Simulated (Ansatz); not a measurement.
# RhPb (P6/mmm): phonons and vibrational spectra

How does RhPb (P6/mmm) vibrate, and is this structure a minimum?

Method: DFT PBEsol, scalar-relativistic, plane waves, PAW, in Ansatz 0.2.0.

## (1) The structure

The structure is hexagonal, space group P6/mmm (No. 191). Conventional cell: a = 5.678 Å, b = 5.678 Å, c = 4.428 Å, α = 90.00°, β = 90.00°, γ = 120.00°. Rh has 6 Pb at 2.75 to 2.84 Å and 4 Rh at 2.84 Å nearest. Nearest to Pb lie 6 Rh at 2.75 Å. Pb has 6 Rh at 2.84 Å nearest. Farther neighbours are not listed.

Structure file:

```cif
data_structure
_symmetry_space_group_name_H-M 'P 1'
_symmetry_Int_Tables_number 1
_cell_length_a 5.6780
_cell_length_b 5.6780
_cell_length_c 4.4280
_cell_angle_alpha 90.000
_cell_angle_beta 90.000
_cell_angle_gamma 120.000
_cell_volume 123.63
loop_
_atom_site_label
_atom_site_type_symbol
_atom_site_fract_x
_atom_site_fract_y
_atom_site_fract_z
_atom_site_occupancy
Rh1 Rh 0.50000 0.00000 0.00000 1
Rh2 Rh 0.50000 0.50000 0.00000 1
Rh3 Rh 0.00000 0.50000 0.00000 1
Pb4 Pb 0.33333 0.66667 0.50000 1
Pb5 Pb 0.66667 0.33333 0.50000 1
Pb6 Pb 0.00000 0.00000 0.00000 1
```

## (2) Bringing the structure to rest

Harmonic phonons are second derivatives at a point where the forces vanish, and they are wanted at zero stress, so atoms and cell are relaxed first.

Contents of input.yaml:

```yaml
crystal:
  lattice:
    - [5.678, 0.0, 0.0]
    - [-2.839, 4.9172922427, 0.0]
    - [0.0, 0.0, 4.428]
  atoms:
    - { symbol: Rh, position: [0.5, 0.0, 0.0] }
    - { symbol: Rh, position: [0.5, 0.5, 0.0] }
    - { symbol: Rh, position: [0.0, 0.5, 0.0] }
    - { symbol: Pb, position: [0.3333333333, 0.6666666667, 0.5] }
    - { symbol: Pb, position: [0.6666666667, 0.3333333333, 0.5] }
    - { symbol: Pb, position: [0.0, 0.0, 0.0] }
kpoints:
  mp_grid: { grid: [6, 6, 8] }
hamiltonian:
  xc: pbesol
scf:
  occupations: { method: gaussian, width: 0.1 }
output:
  forces: true
  stress: true
  eigenvalues: true
relax:
  adjacent_minimum: "off"
  f_tol: 0.005
  max_steps: 80
  cell: { stress_tol: 0.05 }
```

Launch:

```bash
ansatz run input.yaml --threads 16 --pin off --max-ram 61440MiB --backend cuda --events-out ev --progress --plain --runs-dir out
```

Numbers of over 12 decimals in the logs are rounded to 6 here.

Log:

```text
Engine: ansatz 0.2.0, aarch64-unknown-linux-gnu
Pseudopotentials: kind: paw
Pseudopotential: Rh, paw, valence charge 17, recommended cutoff 420 eV (normal), Rh.paw.azcp
Pseudopotential: Pb, paw, valence charge 14, recommended cutoff 420 eV (normal), Pb.paw.azcp
Functional definition: PBEsol
  exchange = pbesol_x
  correlation = pbesol_c
concurrent solve slots: 12 of 16 are kept, ahead of what memory takes: no pass of the eigensolver takes more rounds on 12
device memory: the entry about to start is reckoned to put 11.9 GiB on a device that reports 182.5 GiB free
GPU FFT provider: cuFFT
GPU libraries: cuBLAS 13.8.1, cuFFT 12.4.0, cuSOLVER 12.3.2
GPU matrix products: emulated (plane waves: as basis.precision tells), large ones in fixed point in workspaces of 1.00 GiB
Crystal: 6 atoms, lattice volume = 123.631 Å³
Basis set: ecut = 420 eV, 2391 PW (Γ), exchange–correlation on 80×80×60 points (8 copies of the dense FFT grid, shifted against one another)
Bands: 56, of which v1, the nominal top of the filled ones, is band 47 counted from 1 (46 counted from 0)
Symmetry: 24 space group operations
Space group: P6/mmm (ITA 191), of the structure as read, at distance tolerance 5.0e-5 Å
k-points: 35 of 288
Non-local potential: Rh, projectors of the file, l = 0: 3, l = 1: 2, l = 2: 2, l = 3: 1
Non-local potential: Pb, projectors of the file, l = 0: 2, l = 1: 2, l = 2: 2, l = 3: 2
PAW form: soft (Blöchl's): semilocal exchange-correlation on the pseudo side does not see the compensation charge
PAW frozen core: Rh, regenerated for the run's functional, and the local potential with it (the file was generated under x = pbe(κ = 0.804, μ = 0.219515), c = pbe(β = 0.066725))
PAW frozen core: Pb, regenerated for the run's functional, and the local potential with it (the file was generated under x = pbe(κ = 0.804, μ = 0.219515), c = pbe(β = 0.066725))
PAW one-centre angular grid: Rh, 590 points (default); XC on 64 Gauss nodes
PAW one-centre angular grid: Pb, 590 points (default); XC on 64 Gauss nodes
Initial density: superposition of atomic densities (neutral atoms: chi_scale 0, normalization atom), corrected by the library's trained network
Initial wavefunctions: pseudopotential atomic-orbital guess
GPU buffer pool allocated for 48000 grid points (all kernels)
GPU transforms: local potential and band sums: pruned to the plane-wave sphere, on 40×40×30
Functional: x = pbesol(κ = 0.804, μ = 0.123457), c = pbesol(β = 0.046)
SCF iter   1: F=—  HF=-54281.530001 eV  |F-HF|=—  |Δ(HF+E_count)|=         —  Δρ=8.21e-3  dr2=9.10e-2  ethr=1.77e-3  ⟨swp⟩=8.1  Hψ=8378  notcnv=0  defer=9
preconditioner: auto → LDOS  [metal: Δε(μ)=0.027 eV  Ē_g=12.718 eV  σ=0.100 eV  W_gap=0.15  n_scr=32 (ndim 8)  ℏωp=27.7 eV  f_vac=0.034  D(μ)=2.43/eV (n_scr^D=8)  β→1.0]
SCF iter   2: F=—  HF=-54281.531358 eV  |F-HF|=—  |Δ(HF+E_count)|=   1.36e-3  Δρ=8.06e-3  dr2=8.57e-2  ethr=9.79e-5  ⟨swp⟩=2.0  Hψ=3999  notcnv=0  defer=97
SCF iter   3: F=—  HF=-54281.514210 eV  |F-HF|=—  |Δ(HF+E_count)|=   1.71e-2  Δρ=4.39e-4  dr2=1.18e-4  ethr=9.22e-5  ⟨swp⟩=2.0  Hψ=2558  notcnv=0  defer=97
SCF iter   4: F=—  HF=-54281.514080 eV  |F-HF|=—  |Δ(HF+E_count)|=   1.30e-4  Δρ=9.95e-5  dr2=5.88e-6  ethr=1.26e-7  ⟨swp⟩=2.5  Hψ=3566  notcnv=0  defer=97
SCF iter   5: F=—  HF=-54281.514268 eV  |F-HF|=—  |Δ(HF+E_count)|=   1.88e-4  Δρ=3.15e-5  dr2=6.82e-7  ethr=6.33e-9  ⟨swp⟩=2.0  Hψ=3071  notcnv=0  defer=97
SCF iter   6: F=-54281.514268 eV  HF=-54281.514268 eV  |F-HF|=1.78e-9  |Δ(HF+E_count)|=   6.67e-7  Δρ=7.11e-6  dr2=4.47e-8  ethr=1.08e-10  ⟨swp⟩=11.3  Hψ=10113  notcnv=0
SCF 1 converged in 6 iterations: F = -54281.514268 eV  dr2 = 4.47e-8
  greatest PAW one-centre occupation: 1.000 electrons in one spin orbital (limit 2), on the Rh atom at site 2 (counted from 0), in its partial waves of l = 0
relax step   1: F+E_penalty+E_count = -54281.51426827 eV  Δ(F+E_penalty+E_count) = +0.000e0 eV  max|allowed force component| = 2.621e-17 eV/Å  Δτ_max = 0.0000 Å  P = -0.269 GPa  Ω = 123.631 Å³  (6 SCF iters, dr2 threshold 1.00e-7 eV, accepted)
concurrent solve slots: 12 of 16 are kept, ahead of what memory takes: no pass of the eigensolver takes more rounds on 12
device memory: the entry about to start is reckoned to put 11.7 GiB (of the 11.9 GiB reckoned in all, the device holds 0.1 GiB already) on a device that reports 182.4 GiB free
GPU FFT provider: cuFFT
GPU libraries: cuBLAS 13.8.1, cuFFT 12.4.0, cuSOLVER 12.3.2
GPU matrix products: emulated (plane waves: as basis.precision tells), large ones in fixed point in workspaces of 1.00 GiB
Crystal: 6 atoms, lattice volume = 122.817 Å³
Basis set: ecut = 420 eV, 2379 PW (Γ), exchange–correlation on 80×80×60 points (8 copies of the dense FFT grid, shifted against one another)
Initial density: handed on by an earlier stage of this run
Initial wavefunctions: those handed on with the density
GPU buffer pool allocated for 48000 grid points (all kernels)
GPU transforms: local potential and band sums: pruned to the plane-wave sphere, on 40×40×30
iter 1 solved again at ethr=1.39e-6 eV; its pass at ethr=3.10e-3 eV (dr2=1.30e-3 eV) is discarded
SCF iter   1: F=—  HF=-54281.514358 eV  |F-HF|=—  |Δ(HF+E_count)|=         —  Δρ=1.04e-3  dr2=1.45e-3  ethr=1.39e-6  ⟨swp⟩=2.2  Hψ=10326  notcnv=0
preconditioner: auto → LDOS  [metal: Δε(μ)=0.004 eV  Ē_g=12.768 eV  σ=0.100 eV  W_gap=0.02  n_scr=32 (ndim 8)  ℏωp=27.8 eV  f_vac=0.036  D(μ)=2.17/eV (n_scr^D=8)  β→1.0]
SCF iter   2: F=—  HF=-54281.514277 eV  |F-HF|=—  |Δ(HF+E_count)|=   8.16e-5  Δρ=4.87e-4  dr2=3.66e-4  ethr=1.39e-6  ⟨swp⟩=2.1  Hψ=3452  notcnv=0
SCF iter   3: F=—  HF=-54281.514120 eV  |F-HF|=—  |Δ(HF+E_count)|=   1.57e-4  Δρ=9.59e-5  dr2=1.92e-5  ethr=3.93e-7  ⟨swp⟩=2.0  Hψ=3130  notcnv=0
SCF iter   4: F=—  HF=-54281.514117 eV  |F-HF|=—  |Δ(HF+E_count)|=   2.79e-6  Δρ=3.10e-5  dr2=1.35e-6  ethr=2.06e-8  ⟨swp⟩=2.0  Hψ=3108  notcnv=0
SCF iter   5: F=-54281.514117 eV  HF=-54281.514117 eV  |F-HF|=8.81e-8  |Δ(HF+E_count)|=   2.44e-7  Δρ=1.11e-5  dr2=2.26e-7  ethr=6.45e-10  ⟨swp⟩=7.7  Hψ=8792  notcnv=0
SCF 2 converged in 5 iterations: F = -54281.514117 eV  dr2 = 2.26e-7
  greatest PAW one-centre occupation: 1.000 electrons in one spin orbital (limit 2), on the Rh atom at site 0 (counted from 0), in its partial waves of l = 0
relax step   2: F+E_penalty+E_count = -54281.51411682 eV  Δ(F+E_penalty+E_count) = +1.514e-4 eV  max|allowed force component| = 1.449e-16 eV/Å  Δτ_max = 0.0000 Å  P = +0.604 GPa  Ω = 122.817 Å³  energy of the carried Pulay correction = +2.237e-4 eV  (5 SCF iters, dr2 threshold 6.00e-7 eV, rejected (line search))
concurrent solve slots: 12 of 16 are kept, ahead of what memory takes: no pass of the eigensolver takes more rounds on 12
device memory: the entry about to start is reckoned to put 11.7 GiB (of the 11.9 GiB reckoned in all, the device holds 0.1 GiB already) on a device that reports 182.4 GiB free
GPU FFT provider: cuFFT
GPU libraries: cuBLAS 13.8.1, cuFFT 12.4.0, cuSOLVER 12.3.2
GPU matrix products: emulated (plane waves: as basis.precision tells), large ones in fixed point in workspaces of 1.00 GiB
Crystal: 6 atoms, lattice volume = 123.396 Å³
GPU buffer pool allocated for 48000 grid points (all kernels)
GPU transforms: local potential and band sums: pruned to the plane-wave sphere, on 40×40×30
iter 1 solved again at ethr=4.46e-7 eV; its pass at ethr=3.10e-3 eV (dr2=4.14e-4 eV) is discarded
SCF iter   1: F=—  HF=-54281.515931 eV  |F-HF|=—  |Δ(HF+E_count)|=         —  Δρ=5.76e-4  dr2=4.68e-4  ethr=4.46e-7  ⟨swp⟩=2.9  Hψ=10013  notcnv=0
preconditioner: auto → LDOS  [metal: Δε(μ)=0.007 eV  Ē_g=12.741 eV  σ=0.100 eV  W_gap=0.04  n_scr=32 (ndim 8)  ℏωp=27.8 eV  f_vac=0.036  D(μ)=2.29/eV (n_scr^D=8)  β→1.0]
SCF iter   2: F=—  HF=-54281.516040 eV  |F-HF|=—  |Δ(HF+E_count)|=   1.10e-4  Δρ=2.77e-4  dr2=9.84e-5  ethr=4.46e-7  ⟨swp⟩=2.1  Hψ=3490  notcnv=0
SCF iter   3: F=—  HF=-54281.515774 eV  |F-HF|=—  |Δ(HF+E_count)|=   2.67e-4  Δρ=5.15e-5  dr2=4.28e-6  ethr=1.06e-7  ⟨swp⟩=2.0  Hψ=3489  notcnv=0
SCF iter   4: F=—  HF=-54281.515979 eV  |F-HF|=—  |Δ(HF+E_count)|=   2.06e-4  Δρ=1.27e-5  dr2=3.15e-7  ethr=4.61e-9  ⟨swp⟩=2.0  Hψ=3141  notcnv=0
SCF iter   5: F=—  HF=-54281.515979 eV  |F-HF|=—  |Δ(HF+E_count)|=   3.28e-8  Δρ=4.05e-6  dr2=2.57e-8  ethr=3.38e-10  ⟨swp⟩=2.0  Hψ=3132  notcnv=0
SCF iter   6: F=—  HF=-54281.515979 eV  |F-HF|=—  |Δ(HF+E_count)|=   9.13e-9  Δρ=2.95e-6  dr2=1.49e-8  ethr=2.76e-11  ⟨swp⟩=2.4  Hψ=3178  notcnv=0
SCF iter   7: F=—  HF=-54281.515979 eV  |F-HF|=—  |Δ(HF+E_count)|=   1.55e-9  Δρ=3.56e-7  dr2=1.01e-10  ethr=1.60e-11  ⟨swp⟩=2.0  Hψ=2505  notcnv=0
SCF iter   8: F=-54281.515979 eV  HF=-54281.515979 eV  |F-HF|=0.00e0  |Δ(HF+E_count)|=  9.46e-11  Δρ=1.17e-7  dr2=1.38e-11  ethr=1.00e-12  ⟨swp⟩=6.4  Hψ=8255  notcnv=0
SCF 3 converged in 8 iterations: F = -54281.515979 eV  dr2 = 1.38e-11
relax step   3: F+E_penalty+E_count = -54281.51597931 eV  Δ(F+E_penalty+E_count) = -1.711e-3 eV  max|allowed force component| = 7.401e-17 eV/Å  Δτ_max = 0.0000 Å  P = -0.023 GPa  Ω = 123.396 Å³  energy of the carried Pulay correction = +6.743e-5 eV  (8 SCF iters, accepted)
[...]
relax step   4: F+E_penalty+E_count = -54281.51601876 eV  Δ(F+E_penalty+E_count) = -3.945e-5 eV  max|allowed force component| = 1.480e-16 eV/Å  Δτ_max = 0.0000 Å  P = -0.001 GPa  Ω = 123.377 Å³  energy of the carried Pulay correction = +7.368e-5 eV  (4 SCF iters, dr2 threshold 1.26e-8 eV, accepted)
concurrent solve slots: 12 of 16 are kept, ahead of what memory takes: no pass of the eigensolver takes more rounds on 12
device memory: the entry about to start is reckoned to put 11.9 GiB on a device that reports 182.5 GiB free
GPU FFT provider: cuFFT
GPU libraries: cuBLAS 13.8.1, cuFFT 12.4.0, cuSOLVER 12.3.2
GPU matrix products: emulated (plane waves: as basis.precision tells), large ones in fixed point in workspaces of 1.00 GiB
Initial wavefunctions: pseudopotential atomic-orbital guess (no wavefunctions were taken with the density)
GPU buffer pool allocated for 48000 grid points (all kernels)
GPU transforms: local potential and band sums: pruned to the plane-wave sphere, on 40×40×30
iter 1 solved again at ethr=4.00e-8 eV; its pass at ethr=3.10e-3 eV (dr2=3.72e-5 eV) is discarded
SCF iter   1: F=—  HF=-54281.515770 eV  |F-HF|=—  |Δ(HF+E_count)|=         —  Δρ=4.72e-5  dr2=7.09e-8  ethr=4.00e-8  ⟨swp⟩=4.2  Hψ=14549  notcnv=0
preconditioner: auto → LDOS  [metal: Δε(μ)=0.015 eV  Ē_g=12.741 eV  σ=0.100 eV  W_gap=0.08  n_scr=32 (ndim 8)  ℏωp=27.8 eV  f_vac=0.036  D(μ)=2.26/eV (n_scr^D=8)  β→1.0]
SCF iter   2: F=—  HF=-54281.515961 eV  |F-HF|=—  |Δ(HF+E_count)|=   1.91e-4  Δρ=3.57e-6  dr2=1.63e-8  ethr=7.63e-11  ⟨swp⟩=2.9  Hψ=3840  notcnv=0
SCF iter   3: F=—  HF=-54281.515961 eV  |F-HF|=—  |Δ(HF+E_count)|=   1.80e-9  Δρ=2.49e-6  dr2=7.89e-9  ethr=1.76e-11  ⟨swp⟩=2.0  Hψ=3492  notcnv=0
SCF iter   4: F=—  HF=-54281.515961 eV  |F-HF|=—  |Δ(HF+E_count)|=  9.17e-10  Δρ=8.26e-7  dr2=8.03e-10  ethr=8.48e-12  ⟨swp⟩=2.1  Hψ=2471  notcnv=0
SCF iter   5: F=-54281.515961 eV  HF=-54281.515961 eV  |F-HF|=0.00e0  |Δ(HF+E_count)|=  5.09e-11  Δρ=1.64e-7  dr2=2.74e-11  ethr=1.00e-12  ⟨swp⟩=6.5  Hψ=9769  notcnv=0
SCF 5 converged in 5 iterations: F = -54281.515961 eV  dr2 = 2.74e-11
relax step   5: F+E_penalty+E_count = -54281.51596103 eV  Δ(F+E_penalty+E_count) = +5.773e-5 eV  max|allowed force component| = 1.449e-16 eV/Å  Δτ_max = 0.0000 Å  P = -0.002 GPa  Ω = 123.377 Å³  stress off target by 3.45e-3 GPa  SCF on the basis re-selected at this cell (its energy is not comparable with the rows above)  (5 SCF iters)
basis re-selected at this cell: Δ(F+E_penalty+E_count) = +5.773e-5 eV, ΔP = -0.000 GPa vs the last step (what re-selecting the basis moved, of the pressure what is left beyond the Pulay correction that the steps carried, after the strain that the cell walked since its last selection, with what the two solves' SCF thresholds leave and, on support functions, any second-order correction that the steps lacked; it is no m [...]
SCF converged after 5 iterations
Free energy (F): -54281.515961 eV
Harris-Foulkes:  -54281.515961 eV  (|F-HF|=0.00e0)
Internal energy: -54281.504655 eV  (E = F + TS)
E sigma→0 (E₀):  -54281.510308 eV
Entropy (-TS):   -0.011306 eV (-1.884 meV/atom)
Fermi energy:    15.360343 eV
--- Per-component energies (eV) ---
  E_band       = -506.138151
  E_kinetic    = 2607.765118
  E_local      = -9869.638049  (includes V_loc(G=0)·N_el)
  E_nonlocal   = 2137.212041
  E_hartree    = 3851.871804
  E_xc         = -1317.360344
  E_vxc        = -1231.307365  (∫ρ·V_xc dr)
  E_paw        = -41358.911808  (= ΣΔE_a)
  E_vpaw       = -1853.916467  (= ΣTr[D̂ρ^β])
  E_aug_tail   = 0.002578  (compensation charges beyond the density's cutoff)
  E_ewald      = -10333.460943
  E_core_change = 1.014949  (= ΣΔE_core)
  E_smearing   = -0.011306  (= −TS)
  E_closure    = -0.000000  (closes the sum)
  Σ components = -54281.515961   (vs F -54281.515961, Δ=0.00e0)
--- Forces (eV/Å), atoms counted from 1 ---
  atom   1  Rh     0.00000000    -0.00000000     0.00000000
  atom   2  Rh    -0.00000000     0.00000000     0.00000000
  atom   3  Rh     0.00000000     0.00000000     0.00000000
  atom   4  Pb    -0.00000000     0.00000000     0.00000000
  atom   5  Pb     0.00000000    -0.00000000    -0.00000000
  atom   6  Pb    -0.00000000     0.00000000     0.00000000
  max |Σ_I F_I| component: 1.85e-17 eV/Å
--- Stress (GPa, compression-positive) ---
       -0.000695      -0.000000      -0.000000
       -0.000000      -0.000695       0.000000
       -0.000000       0.000000      -0.003453
  P = ⅓ Tr σ = -0.0016 GPa (-0.016 kbar)
--- Band table (eV; the first three rows and the last of 35) ---
  k-point 0: bands = [... 43 lower, 14.4823, 14.5187, 14.5187, 15.3487, 16.0364, 17.4374, 17.4374, 18.4107, ... 5 higher]
  k-point 1: bands = [... 43 lower, 14.4860, 14.4963, 14.4963, 15.4305, 16.0366, 17.1275, 17.1275, 17.7404, ... 5 higher]
  k-point 2: bands = [... 43 lower, 14.4521, 14.4937, 14.4937, 15.3637, 16.0372, 16.2693, 16.2693, 16.7900, ... 5 higher]
  k-point 34: bands = [... 43 lower, 14.1045, 14.2365, 14.2365, 14.7330, 14.8458, 16.6598, 18.3959, 18.3959, ... 5 higher]
--- Relaxed structure (4 steps of the walk, 3 accepted, 1 SCFs on fresh bases) ---
  F+E_penalty+E_count = -54281.51596103 eV   max|allowed force component| = 1.449e-16 eV/Å   (the final SCF, on the basis selected at the relaxed cell)
  cell:  # Å, volume = 123.3769 Å³
    - [5.662760, 0.0, 0.0]
    - [-2.831380, 4.904094, 0.0]
    - [0.0, 0.0, 4.442700]
  atoms:
    - { symbol: Rh, position: [0.500000, 0, 0.0] }
    - { symbol: Rh, position: [0.5, 0.5, 0.0] }
    - { symbol: Rh, position: [2.7755575615628914e-17, 0.5, 0.0] }
    - { symbol: Pb, position: [0.333333, 0.666667, 0.5] }
    - { symbol: Pb, position: [0.666667, 0.333333, 0.5] }
    - { symbol: Pb, position: [0, 0, 0.0] }
```

Run time: 3.2 s. Hardware: 1 × NVIDIA GB200 with 16 threads of Arm Neoverse V2, shared host; peak memory 1.1 GiB; 14 s of CPU time.

Step by step:

```csv
step,energy less that of the first step (eV),largest force component (eV/Å),pressure (GPa),volume (Å³)
1,0.0000,0.0000,-0.27,123.63
2,0.0002,0.0000,0.60,122.82
3,-0.0017,0.0000,-0.02,123.40
4,-0.0018,0.0000,0.00,123.38
5*,-0.0017,0.0000,0.00,123.38
```

Relaxation steps marked * repeat the geometry before them on a plane-wave basis chosen anew for their cell, so energy and pressure can jump there. Relaxation step 2 was tried and not accepted.

The run keeps the 24 symmetry operations that it works with, so distortions that break them were not tested.

```csv
"conventional cell, symmetrised",before,after,change
a (Å),5.678,5.663,-0.3 %
b (Å),5.678,5.663,-0.3 %
c (Å),4.428,4.443,+0.3 %
volume (Å³/atom),20.61,20.56,-0.2 %
```

Final coordinates:

```xyz
6
Lattice="5.6628 0.0000 0.0000 -2.8314 4.9041 0.0000 0.0000 0.0000 4.4427" Properties=species:S:1:pos:R:3 pbc="T T T"
Rh    2.8314    0.0000    0.0000
Rh    1.4157    2.4520    0.0000
Rh   -1.4157    2.4520    0.0000
Pb    0.0000    3.2694    2.2214
Pb    2.8314    1.6347    2.2214
Pb    0.0000    0.0000    0.0000
```

This step gave:

```yaml
pressure: -0.001614 GPa
volume_per_atom: 20.56 Å³
gap_on_the_k_mesh: 0 eV
```

In this step the volume went from 20.61 to 20.56 Å³/atom.

## (3) Relaxing to small forces for the phonons

Phonons need a cell at rest on their own settings, so the relaxation is repeated with tight tolerances on forces and stress on the k mesh and occupations of the first response run.

input.yaml: that of step 2 with these lines changed.

```diff
@@ -2,5 +2,5 @@
   lattice:
-    - [5.678, 0.0, 0.0]
-    - [-2.839, 4.9172922427, 0.0]
-    - [0.0, 0.0, 4.428]
+    - [5.6627599066, 0.0, 0.0]
+    - [-2.8313799533, 4.9040939347, 0.0]
+    - [0.0, 0.0, 4.4427000741]
   atoms:
@@ -17,3 +17,3 @@
 scf:
-  occupations: { method: gaussian, width: 0.1 }
+  occupations: { method: methfessel_paxton, width: 0.15 }
 output:
@@ -24,4 +24,4 @@
   adjacent_minimum: "off"
-  f_tol: 0.005
-  max_steps: 80
-  cell: { stress_tol: 0.05 }
+  f_tol: 0.001
+  max_steps: 60
+  cell: { stress_tol: 0.01 }
```

Log:

```text
[...]
GPU FFT provider: cuFFT
GPU libraries: cuBLAS 13.8.1, cuFFT 12.4.0, cuSOLVER 12.3.2
[...]
Crystal: 6 atoms, lattice volume = 123.377 Å³
Basis set: ecut = 420 eV, 2391 PW (Γ), exchange–correlation on 80×80×60 points (8 copies of the dense FFT grid, shifted against one another)
[...]
cell:  # Å, volume = 123.3666 Å³
    - [5.662562, 0, 0.0]
    - [-2.831281, 4.903922, 0]
    - [0.0, 0, 4.442637]
  atoms:
    - { symbol: Rh, position: [0.500000, 0, 0] }
    - { symbol: Rh, position: [0.500000, 0.500000, 0.0] }
    - { symbol: Rh, position: [-2.7755575615628914e-17, 0.500000, 0.0] }
    - { symbol: Pb, position: [0.333333, 0.666667, 0.5] }
    - { symbol: Pb, position: [0.666667, 0.333333, 0.5] }
    - { symbol: Pb, position: [0, 0, 0.0] }
[key lines of the parts left out:]
SCF converged after 9 iterations
Free energy (F): -54281.510524 eV
Fermi energy:    15.360133 eV
P = ⅓ Tr σ = -0.0000 GPa (-0.000 kbar)
```

Elapsed: 3 s, on 1 × NVIDIA GB200 with 16 threads; peak memory 1.1 GiB.

Little changed from the start: no atom moved by 0.005 Å and no cell edge by 0.1 %.

This step gave:

```
pressure : -3.00e-5 GPa
```

The forces vanish by symmetry and the pressure is 0.000 GPa, within the tolerances set. The cell now holds 20.56 Å³/atom.

(Continued in part 2 of 2.)

[Logs are printed without paths, hosts, clocks, repeated set-up lines and the standing remarks that a program may print on its own settings, such as how far it seeks lower states.]

[Hosts, paths, dates, database ids (printed as entryN), source tags and the programs' standing remarks are cut or masked in the printed files.]
